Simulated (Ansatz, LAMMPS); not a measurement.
# Structural relaxation of amorphous HfO2 at 7.64 g/cm^3 (84 atoms), part 3 of 4

Aim: bring amorphous HfO2 at 7.64 g/cm^3 (84 atoms) to a nearby minimum of the energy and see what moves.

Ansatz 0.2.0; Kohn-Sham DFT, PBE, PAW (set soft_2), plane waves.

The cell: 28 Hf and 56 O. The quench rate of 50 K/ps far exceeds what a furnace or splat quench reaches. The starting topology of bonds comes from the classical model. Only the Γ point is sampled in the main run, in a cell whose shortest periodic width is 11 Å. Spin–orbit coupling is left out.

So far. Step 4 (Relaxation): The relaxation changed the energy by -49.3 meV/atom, and atoms moved by 0.41 Å r.m.s., 1.4 Å at most.

**6. Single point at the relaxed geometry**

The electronic structure is read at the final geometry, in a run of its own.

Contents of input.yaml:

```yaml
crystal:
  lattice:
    - [10.8609, 0.0, 0.0]
    - [0.0, 10.8609, 0.0]
    - [0.0, 0.0, 10.8609]
  atoms:
    - { symbol: Hf, position: [0.08727, 0.17095, 0.42566] }
    - { symbol: Hf, position: [0.85127, 0.36033, 0.19027] }
    - { symbol: Hf, position: [0.57352, 0.50923, 0.63872] }
    - { symbol: Hf, position: [0.54461, 0.84871, 0.5788] }
    - { symbol: Hf, position: [0.84071, 0.92495, 0.5463] }
    - { symbol: Hf, position: [0.19395, 0.91994, 0.0853] }
    - { symbol: Hf, position: [0.47366, 0.55109, 0.19341] }
    - { symbol: Hf, position: [0.36506, 0.31459, 0.41923] }
    - { symbol: Hf, position: [0.64894, 0.1165, 0.08134] }
    - { symbol: Hf, position: [0.41131, 0.33514, 0.91436] }
    - { symbol: Hf, position: [0.15286, 0.62494, 0.28705] }
    - { symbol: Hf, position: [0.73931, 0.63812, 0.3817] }
    - { symbol: Hf, position: [0.92367, 0.00932, 0.86957] }
    - { symbol: Hf, position: [0.95203, 0.72646, 0.02321] }
    - { symbol: Hf, position: [0.66087, 0.80031, 0.02052] }
    - { symbol: Hf, position: [0.16016, 0.19843, 0.71325] }
    - { symbol: Hf, position: [0.93775, 0.9149, 0.26776] }
    - { symbol: Hf, position: [0.14889, 0.56007, 0.5896] }
    - { symbol: Hf, position: [0.47924, 0.87449, 0.29182] }
    - { symbol: Hf, position: [0.88803, 0.38394, 0.49386] }
    - { symbol: Hf, position: [0.15035, 0.21185, 0.11365] }
    - { symbol: Hf, position: [0.14326, 0.50649, 0.92346] }
    - { symbol: Hf, position: [0.86772, 0.68291, 0.72863] }
    - { symbol: Hf, position: [0.66517, 0.51244, 0.93809] }
    - { symbol: Hf, position: [0.6706, 0.14016, 0.39813] }
    - { symbol: Hf, position: [0.3845, 0.73405, 0.81581] }
    - { symbol: Hf, position: [0.15274, 0.86388, 0.5725] }
    - { symbol: Hf, position: [0.4071, 0.02798, 0.89365] }
    - { symbol: O, position: [0.26667, 0.08437, 0.02377] }
    - { symbol: O, position: [0.72725, 0.22009, 0.22358] }
    - { symbol: O, position: [0.07531, 0.58268, 0.09256] }
    - { symbol: O, position: [0.06484, 0.04543, 0.16707] }
    - { symbol: O, position: [0.53483, 0.41803, 0.79964] }
    - { symbol: O, position: [0.50674, 0.19527, 0.98422] }
    - { symbol: O, position: [0.44268, 0.43031, 0.54201] }
    - { symbol: O, position: [0.56515, 0.96505, 0.9847] }
    - { symbol: O, position: [0.06424, 0.9789, 0.43764] }
    - { symbol: O, position: [0.20643, 0.22968, 0.28699] }
    - { symbol: O, position: [0.5917, 0.75422, 0.41122] }
    - { symbol: O, position: [0.40017, 0.40756, 0.26648] }
    - { symbol: O, position: [0.32046, 0.65084, 0.2435] }
    - { symbol: O, position: [0.2934, 0.59912, 0.90683] }
    - { symbol: O, position: [0.64009, 0.5424, 0.26247] }
    - { symbol: O, position: [0.86661, 0.78538, 0.38472] }
    - { symbol: O, position: [0.59405, 0.01535, 0.23835] }
    - { symbol: O, position: [0.55386, 0.6941, 0.9105] }
    - { symbol: O, position: [0.49672, 0.19425, 0.4081] }
    - { symbol: O, position: [0.40619, 0.89113, 0.46847] }
    - { symbol: O, position: [0.99775, 0.62157, 0.86367] }
    - { symbol: O, position: [0.75465, 0.3854, 0.03178] }
    - { symbol: O, position: [0.17533, 0.02122, 0.66798] }
    - { symbol: O, position: [0.23694, 0.22266, 0.52856] }
    - { symbol: O, position: [0.32234, 0.90763, 0.21102] }
    - { symbol: O, position: [0.74079, 0.78089, 0.61877] }
    - { symbol: O, position: [0.04459, 0.88034, 0.96021] }
    - { symbol: O, position: [0.77267, 0.63927, 0.02891] }
    - { symbol: O, position: [0.23864, 0.35255, 0.99702] }
    - { symbol: O, position: [0.96631, 0.54572, 0.60105] }
    - { symbol: O, position: [0.65613, 0.99389, 0.5279] }
    - { symbol: O, position: [0.722, 0.52322, 0.52327] }
    - { symbol: O, position: [0.2378, 0.71846, 0.6767] }
    - { symbol: O, position: [0.01261, 0.25987, 0.58148] }
    - { symbol: O, position: [0.04868, 0.1472, 0.85345] }
    - { symbol: O, position: [0.31446, 0.86709, 0.93607] }
    - { symbol: O, position: [0.45513, 0.91121, 0.74588] }
    - { symbol: O, position: [0.95422, 0.27889, 0.34954] }
    - { symbol: O, position: [0.83226, 0.81096, 0.87213] }
    - { symbol: O, position: [0.79596, 0.07846, 0.98348] }
    - { symbol: O, position: [0.33726, 0.19318, 0.80342] }
    - { symbol: O, position: [0.8747, 0.49796, 0.32615] }
    - { symbol: O, position: [0.17375, 0.48399, 0.42361] }
    - { symbol: O, position: [0.54974, 0.75453, 0.16007] }
    - { symbol: O, position: [0.0007, 0.31393, 0.1] }
    - { symbol: O, position: [0.83915, 0.0322, 0.37886] }
    - { symbol: O, position: [0.86652, 0.02131, 0.69849] }
    - { symbol: O, position: [0.83019, 0.85196, 0.12791] }
    - { symbol: O, position: [0.98698, 0.81175, 0.63474] }
    - { symbol: O, position: [0.49849, 0.46673, 0.02989] }
    - { symbol: O, position: [0.73739, 0.55145, 0.7689] }
    - { symbol: O, position: [0.1428, 0.71666, 0.4479] }
    - { symbol: O, position: [0.49543, 0.67383, 0.66284] }
    - { symbol: O, position: [0.74486, 0.27391, 0.49971] }
    - { symbol: O, position: [0.16822, 0.43491, 0.74134] }
    - { symbol: O, position: [0.07196, 0.7927, 0.1957] }
kpoints:
  mp_grid: { grid: [1, 1, 1] }
hamiltonian:
  xc: pbe
scf:
  occupations: { method: fermi_dirac, width: 0.025 }
output:
  forces: true
  stress: true
  populations: true
  dos:
    method: { smearing: { sigma: 0.08 } }
    de: 0.05
    projected: { site_lists: { Hf: [Hf], O: [O] } }
  eigenvalues: true
  write_density: true
  write_potential: true
  volumetric_format: npy
```

The run is started by

```bash
> ansatz run input.yaml --threads 4 --pin off --max-ram 8192MiB --backend cpu --events-out ev --progress --plain --runs-dir out
```

Numbers of over 12 decimals in the logs are rounded to 6 here.

Output:

```text
[...]
Crystal: 84 atoms, lattice volume = 1281.143 Å³
Basis set: ecut = 420 eV, 25173 PW (Γ), exchange–correlation on 150×150×150 points (8 copies of the dense FFT grid, shifted against one another)
Bands: 639, of which v1, the nominal top of the filled ones, is band 532 counted from 1 (531 counted from 0)
Symmetry: 1 space group operations
[...]
k-points: 1
[...]
SCF iter   1: F=—  HF=-472108.852072 eV  |F-HF|=—  |Δ(HF+E_count)|=         —  Δρ=3.73e-3  dr2=1.74e-1  ethr=1.77e-3  ⟨swp⟩=4.0  Hψ=1975  notcnv=0  defer=74
[...]
SCF iter  11: F=-472108.851033 eV  HF=-472108.851033 eV  |F-HF|=1.83e-8  |Δ(HF+E_count)|=   1.04e-7  Δρ=1.62e-6  dr2=4.31e-8  ethr=9.40e-12  ⟨swp⟩=14.0  Hψ=5332  notcnv=0
SCF 1 converged in 11 iterations: F = -472108.851033 eV  dr2 = 4.31e-8
[...]
WARN: The input density's exchange-correlation potential varies sharply where the density is thin. Do not read a vacuum level from v_tot or v_xc, or from such a field of the output density. On a cell that repeats whose density bears no net charge and no dipole along the vacuum's axis use v_es (v_loc + v_h of the components); [...]
SCF converged after 11 iterations
Free energy (F): -472108.851033 eV
[...]
Internal energy: -472108.851033 eV  (E = F + TS)
E sigma→0 (E₀):  -472108.851033 eV
Fermi energy:    11.137144 eV
[...]
--- Forces (eV/Å), atoms counted from 1 ---
  atom   1  Hf    -0.00688689     0.00005867    -0.00768083
  atom   2  Hf    -0.00259862    -0.00080383    -0.00467924
  atom   3  Hf     0.00387338     0.00569086     0.01686441
  atom   4  Hf    -0.01082899     0.00104629     0.00711714
  atom   5  Hf    -0.00306954     0.00709981    -0.00070824
  atom   6  Hf     0.00358126     0.02410174    -0.00371291
  atom   7  Hf     0.00056719     0.00650680    -0.00791951
  atom   8  Hf     0.00855572     0.00217208     0.00158409
  atom   9  Hf     0.00138475    -0.00329471    -0.00006620
  atom  10  Hf     0.00622685    -0.00082340     0.00209508
  atom  11  Hf    -0.00157157     0.00374436    -0.00788851
  atom  12  Hf    -0.00022109     0.00214517    -0.00521908
  atom  13  Hf     0.00048520    -0.00469823     0.00557164
  atom  14  Hf    -0.00269823     0.00414307     0.00346186
[...]
atom  83  O     -0.00350324     0.00187332    -0.01293558
  atom  84  O     -0.00089914     0.00087975     0.00134884
  max |Σ_I F_I| component: 9.48e-5 eV/Å
--- Stress (GPa, compression-positive) ---
       -6.567340      -0.059446      -0.519344
       -0.059446      -5.769855       0.110560
       -0.519344       0.110560      -6.072826
  P = ⅓ Tr σ = -6.1367 GPa (-61.367 kbar)
--- Band table (eV) ---
[...]
--- Löwdin populations: 84 sites ---
  site symbol       q [e]
     0     Hf     24.5316
     1     Hf     24.4927
     2     Hf     24.5123
[...]
83      O      6.7113
  spilling = 0.002755 (of n_electrons = 1064.000000)
```

The job ended after 48 s (4 threads of Intel Xeon at 2.70GHz, shared host; peak memory 2.3 GiB; 2.8 min of CPU time).

The program notes that the exchange-correlation potential is rough where the density is thin.

The run gave:

| Quantity | Value |
| --- | --- |
| free energy | -472108.8510 eV |
| free energy per atom | -5620.3435 eV/atom |
| SCF cycles | 11 |
| pressure | -6.137 GPa |
| r.m.s. force component | 0.00489 eV/Å |
| longest force | 0.02465 eV/Å |
| Fermi energy | 11.14 eV |
| gap (highest filled to lowest empty level) | 3.99 eV |
| spilling of the projection | 0.002755 |

Löwdin charges by element and coordination (they lack the spilled electrons, 0.035 e an atom on average):

| element | coordination | atoms | mean charge (e) | spread | least | most |
| --- | --- | --- | --- | --- | --- | --- |
| Hf | all | 28 | 1.47 | 0.0288 | 1.42 | 1.53 |
| Hf | 5 | 14 | 1.48 | 0.0217 | 1.44 | 1.51 |
| Hf | 6 | 12 | 1.47 | 0.0277 | 1.43 | 1.53 |
| Hf | 7 | 2 | 1.42 | 0.0038 | 1.42 | 1.43 |
| O | all | 56 | -0.684 | 0.0323 | -0.773 | -0.630 |
| O | 2 | 15 | -0.652 | 0.0201 | -0.693 | -0.630 |
| O | 3 | 38 | -0.693 | 0.0272 | -0.773 | -0.649 |
| O | 4 | 3 | -0.726 | 0.0109 | -0.738 | -0.711 |

States in the cell by windows of 1 eV, zero at the Fermi level; the larger projections on atomic orbitals stand beside the total:

| from (eV) | to (eV) | total | O p | Hf d | Hf f |
| --- | --- | --- | --- | --- | --- |
| -14 | -13 | 9.5 | 0.0 | 0.0 | 9.4 |
| -13 | -12 | 341.5 | 1.0 | 0.2 | 339.8 |
| -12 | -11 | 41.0 | 0.1 | 0.0 | 40.8 |
| -11 | -7 | 0.0 | 0.0 | 0.0 | 0.0 |
| -7 | -6 | 25.9 | 18.2 | 5.4 | 0.1 |
| -6 | -5 | 74.5 | 53.5 | 17.1 | 0.2 |
| -5 | -4 | 78.2 | 60.8 | 13.7 | 0.3 |
| -4 | -3 | 83.9 | 72.6 | 8.3 | 0.3 |
| -3 | -2 | 71.5 | 66.3 | 3.6 | 0.2 |
| -2 | -1 | 2.1 | 2.0 | 0.1 | 0.0 |
| -1 | 1 | 0.0 | 0.0 | 0.0 | 0.0 |
| 1 | 2 | 1.0 | 0.1 | 0.3 | 0.0 |
| 2 | 3 | 41.1 | 3.9 | 33.3 | 0.0 |
| 3 | 4 | 68.6 | 8.3 | 52.6 | 0.0 |
| 4 | 5 | 64.1 | 10.3 | 42.9 | 0.0 |

Between -26 and -14 eV lie 112 more states.

The stored curve holds about 840 of the 1064 electrons; the rest, give or take the few that broadening carries across the Fermi level, lie in deeper levels below its range.

The levels nearest the highest filled one (over half full), pooled over k-points and spins:

| level less the highest filled one (eV) | occupation |
| --- | --- |
| -0.207 | 2 |
| -0.192 | 2 |
| -0.141 | 2 |
| -0.0831 | 2 |
| -0.0358 | 2 |
| 0 | 2 |
| 3.99 | 0 |
| 4.11 | 0 |
| 4.22 | 0 |
| 4.30 | 0 |
| 4.33 | 0 |
| 4.40 | 0 |

Electrostatic potential energy in the bc plane at fractional x = 0.160, with atoms of Hf and O within 0.2 Å of it. With pseudopotentials it is smooth inside the atoms' cores, unlike the true potential.

Ten even steps from '_' (-31 eV) to '@' (16 eV), each cell a mean:
```
@@@@@@@@@@@@@@@@@@@@@@@@%%++::____::**%%@@@@@@@@@@@@@@%%%%%%%%
@@@@@@@@@@@@@@@@@@@@@@@@##==________==##@@@@@@@@@@@@@@@@@@@@@@
@@@@@@@@@@@@@@@@@@@@@@@@%%++..____..++%%@@@@@@@@@@@@@@@@@@@@@@
@@@@@@@@@@%%%%%%%%@@@@@@%%##++====++##%%@@@@@@@@@@@@@@@@@@@@@@
@@@@@@%%##++++++##%%@@@@%%++**##%%%%@@@@@@@@@@@@@@@@@@@@@@@@@@
@@@@@@##--..__..==##%%%%--____++@@@@@@@@@@@@@@@@@@@@@@@@@@@@@@
++++##**..__..__..**%%%%--____++%%%%%%@@@@@@@@@@@@@@@@@@@@@@%%
____--**::______--##%%@@%%****##**++++##%%@@@@@@%%########%%--
....++%%**==--==**%%@@@@@@@@##==..____--**%%%%%%##==::..--**==
##%%@@@@%%%%##%%%%@@@@@@@@%%**::__..__..++%%%%##==________==##
@@@@@@@@@@%%%%%%@@@@@@@@@@%%##--______::**%%%%##==________==##
@@@@@@%%%%####%%@@@@@@@@@@@@%%**++--==**%%##**##**--....--**%%
@@@@%%##++==++##%%@@@@@@@@%%==--++##%%%%##::__::####****##%%@@
@@@@%%**==::--**%%@@@@@@@@**____..##%%%%##..__::##@@@@@@@@@@@@
@@@@%%##++==++##%%@@@@@@@@%%--..==####******++##@@@@@@@@@@@@@@
@@@@@@%%########%%@@@@@@@@@@@@%%##++::....==##%%@@@@@@@@@@@@@@
@@@@@@@@@@%%==--**@@@@@@@@@@@@%%**::__..__..++%%@@@@@@@@@@@@@@
@@@@@@@@@@%%++--**@@@@@@@@@@@@%%**::______..**%%@@@@@@@@@@@@@@
@@@@@@@@%%####**##%%@@@@@@@@@@%%##**--::::++##%%@@@@@@@@%%%%@@
%%@@@@%%**--::::==##%%@@@@@@@@@@@@%%######%%@@@@@@%%%%##****##
##%%%%##--________++%%@@@@@@@@@@@@@@@@@@@@@@@@@@@@%%**--....==
**%%%%##--________++%%@@@@@@@@@@@@@@@@@@@@@@@@@@%%##==______..
**%%%%%%**--....--##%%@@@@@@%%%%%%%%@@@@@@@@@@@@%%##==..____::
%%@@@@@@%%##****##%%@@@@%%%%**++++**%%@@@@@@@@@@@@%%##++====**
```
Columns run along b (10.9 Å; values clipped at the 3rd and 97th percentile), rows up along c (10.9 Å). Atoms in or near the plane, at fractional coordinates: Hf at (0.62, 0.29), Hf at (0.20, 0.71), Hf at (0.56, 0.59), Hf at (0.21, 0.11), Hf at (0.51, 0.92), Hf at (0.86, 0.57), O at (0.02, 0.67), O at (0.48, 0.42), O at (0.72, 0.45), O at (0.43, 0.74).

Valence density in the bc plane at fractional x = 0.160, with atoms of Hf and O within 0.2 Å of it. It is the smooth field of the valence electrons, not physical close to the nuclei.

Values in e/Å³, 13 rows by 16 columns, each cell a mean:
```
 0  0  0  0  0  0  0  7 14  2  0  0  0  0  0  0
 0  0  0  0  0  0  0  5  9  1  0  0  0  0  0  0
 0  0  1  2  0  0  1  2  0  0  0  0  0  0  0  0
 2  1  9 22  3  0  3  4  1  0  0  0  0  0  0  1
 4  1  2  5  1  0  0  1  5  7  1  0  0  3  3  1
 0  0  0  0  0  0  0  1 11 15  1  0  1 16 15  1
 0  0  1  1  0  0  0  1  2  1  1  3  1  2  2  0
 0  0  2  1  0  0  0  4  3  0  1  3  1  0  0  0
 0  0  0  1  1  0  0  0  1  6  9  1  0  0  0  0
 0  0  0  2  1  0  0  0  0 10 15  1  0  0  0  0
 0  0  1  5  1  0  0  0  0  1  1  0  0  0  1  0
 0  0  5 22  6  0  0  0  0  0  0  0  0  1 10  7
 0  0  1  2  1  0  0  0  1  0  0  0  0  0  4  3
```
Columns run along b (10.9 Å), rows up along c (10.9 Å). Atoms in or near the plane, at fractional coordinates: Hf at (0.62, 0.29), Hf at (0.20, 0.71), Hf at (0.56, 0.59), Hf at (0.21, 0.11), Hf at (0.51, 0.92), Hf at (0.86, 0.57), O at (0.02, 0.67), O at (0.48, 0.42), O at (0.72, 0.45), O at (0.43, 0.74).

Mean Löwdin charges: Hf +1.47, O -0.68 e. The largest share in the top eV of filled states is O p (94 % of the projected weight), and in the lowest eV of empty states Hf d (82 % of the projected weight).

Local excerpt of 13 atoms (numbers count through the whole input) about Hf5, which has 7 bonded neighbours where the commonest count for Hf is 5; x, y, z are measured from there.

| atom | x | y | z | distance (Å) | bonds | Löwdin charge (e) |
| --- | --- | --- | --- | --- | --- | --- |
| Hf5 | 0.00 | 0.00 | 0.00 | 0.00 | 7 | 1.42 |
| O75 | 0.28 | 1.05 | 1.65 | 1.98 | 2 | -0.63 |
| O54 | -1.09 | -1.56 | 0.79 | 2.06 | 3 | -0.69 |
| O59 | -2.00 | 0.75 | -0.20 | 2.15 | 3 | -0.67 |
| O74 | -0.02 | 1.16 | -1.82 | 2.16 | 3 | -0.70 |
| O77 | 1.59 | -1.23 | 0.96 | 2.23 | 3 | -0.66 |
| O44 | 0.28 | -1.52 | -1.75 | 2.34 | 3 | -0.72 |
| O37 | 2.43 | 0.59 | -1.18 | 2.76 | 4 | -0.73 |
| Hf17 | 1.05 | -0.11 | -3.03 | 3.21 | 6 | 1.44 |
| Hf23 | 0.29 | -2.63 | 1.98 | 3.30 | 6 | 1.49 |
| Hf4 | -3.22 | -0.83 | 0.35 | 3.34 | 6 | 1.45 |
| Hf25 | -1.85 | 2.34 | -1.61 | 3.39 | 6 | 1.47 |
| Hf27 | 3.39 | -0.66 | 0.28 | 3.46 | 5 | 1.48 |

The column of bonds counts only the pairs O-Hf within 2.82 Å; other neighbours, such as metal atoms beside each other in a compound, aren't counted, and periodic images can show an atom twice.

**7. K-mesh 2×2×2**

Large cells are often run on few k-points; this run checks whether the reference had enough.

Changes to input.yaml since step 6:

```diff
@@ -8,3 +8,3 @@
 kpoints:
-  mp_grid: { grid: [1, 1, 1] }
+  mp_grid: { grid: [2, 2, 2] }
 hamiltonian:
@@ -22,4 +22 @@
   eigenvalues: true
-  write_density: true
-  write_potential: true
-  volumetric_format: npy
```

Output:

```text
[...]
Crystal: 84 atoms, lattice volume = 1281.143 Å³
Basis set: ecut = 420 eV, 25173 PW (Γ), exchange–correlation on 150×150×150 points (8 copies of the dense FFT grid, shifted against one another)
Bands: 639, of which v1, the nominal top of the filled ones, is band 532 counted from 1 (531 counted from 0)
Symmetry: 1 space group operations
[...]
k-points: 8
[...]
SCF iter   1: F=—  HF=-472108.920059 eV  |F-HF|=—  |Δ(HF+E_count)|=         —  Δρ=3.70e-3  dr2=1.70e-1  ethr=1.77e-3  ⟨swp⟩=4.5  Hψ=15863  notcnv=0  defer=548
[...]
SCF iter  10: F=—  HF=-472108.919787 eV  |F-HF|=—  |Δ(HF+E_count)|=   6.50e-8  Δρ=5.68e-6  dr2=3.97e-7  ethr=6.00e-11  ⟨swp⟩=2.0  Hψ=8557  notcnv=0  defer=795
SCF iter  11: F=-472108.919787 eV  HF=-472108.919787 eV  |F-HF|=1.65e-8  |Δ(HF+E_count)|=   1.00e-7  Δρ=1.57e-6  dr2=4.10e-8  ethr=9.40e-12  ⟨swp⟩=8.4  Hψ=24363  notcnv=0
SCF 1 converged in 11 iterations: F = -472108.919787 eV  dr2 = 4.10e-8
[...]
SCF converged after 11 iterations
Free energy (F): -472108.919787 eV
[...]
Internal energy: -472108.919787 eV  (E = F + TS)
E sigma→0 (E₀):  -472108.919787 eV
Fermi energy:    11.162271 eV
[...]
Σ components = -472108.919787   (vs F -472108.919787, Δ=0.00e0)
--- Forces (eV/Å), atoms counted from 1 ---
  atom   1  Hf    -0.01320510     0.01720172    -0.01907520
  atom   2  Hf    -0.00573846     0.00548922    -0.00105042
  atom   3  Hf     0.00627202     0.01132948     0.02764770
  atom   4  Hf     0.00402612    -0.00446572     0.00590026
[...]
atom  84  O      0.00137271    -0.00312696     0.00186434
  max |Σ_I F_I| component: 9.48e-5 eV/Å
--- Stress (GPa, compression-positive) ---
       -6.560146      -0.064045      -0.515559
       -0.064045      -5.761961       0.112065
       -0.515559       0.112065      -6.085295
  P = ⅓ Tr σ = -6.1358 GPa (-61.358 kbar)
--- Band table (eV; the first three rows and the last of 8) ---
[...]
--- Löwdin populations: 84 sites ---
  site symbol       q [e]
     0     Hf     24.5317
     1     Hf     24.4932
     2     Hf     24.5131
[...]
83      O      6.7112
  spilling = 0.002761 (of n_electrons = 1064.000000)
```

Wall time 7.7 min (4 threads); peak memory 6.4 GiB; 25 min of CPU time.

The program notes that it cut back its work space to fit the memory limit.

Geometry and reference: those of the single point at the relaxed geometry.

Forces differ from those of the single point at the relaxed geometry by 8.4 meV/Å r.m.s.; the energy by -0.82 meV/atom and the gap by -0.013 eV. It took 7.7 min and 11 cycles; the reference's time can't be set against it, since the two runs asked for unlike analyses.

(Part 3 of 4 ends here.)

[Logs are printed without paths, hosts, clocks, repeated set-up lines and the standing remarks that a program may print on its own settings, such as how far it seeks lower states.]

[Hosts, paths, dates, database ids (printed as entryN), source tags and the programs' standing remarks are cut or masked in the printed files.]
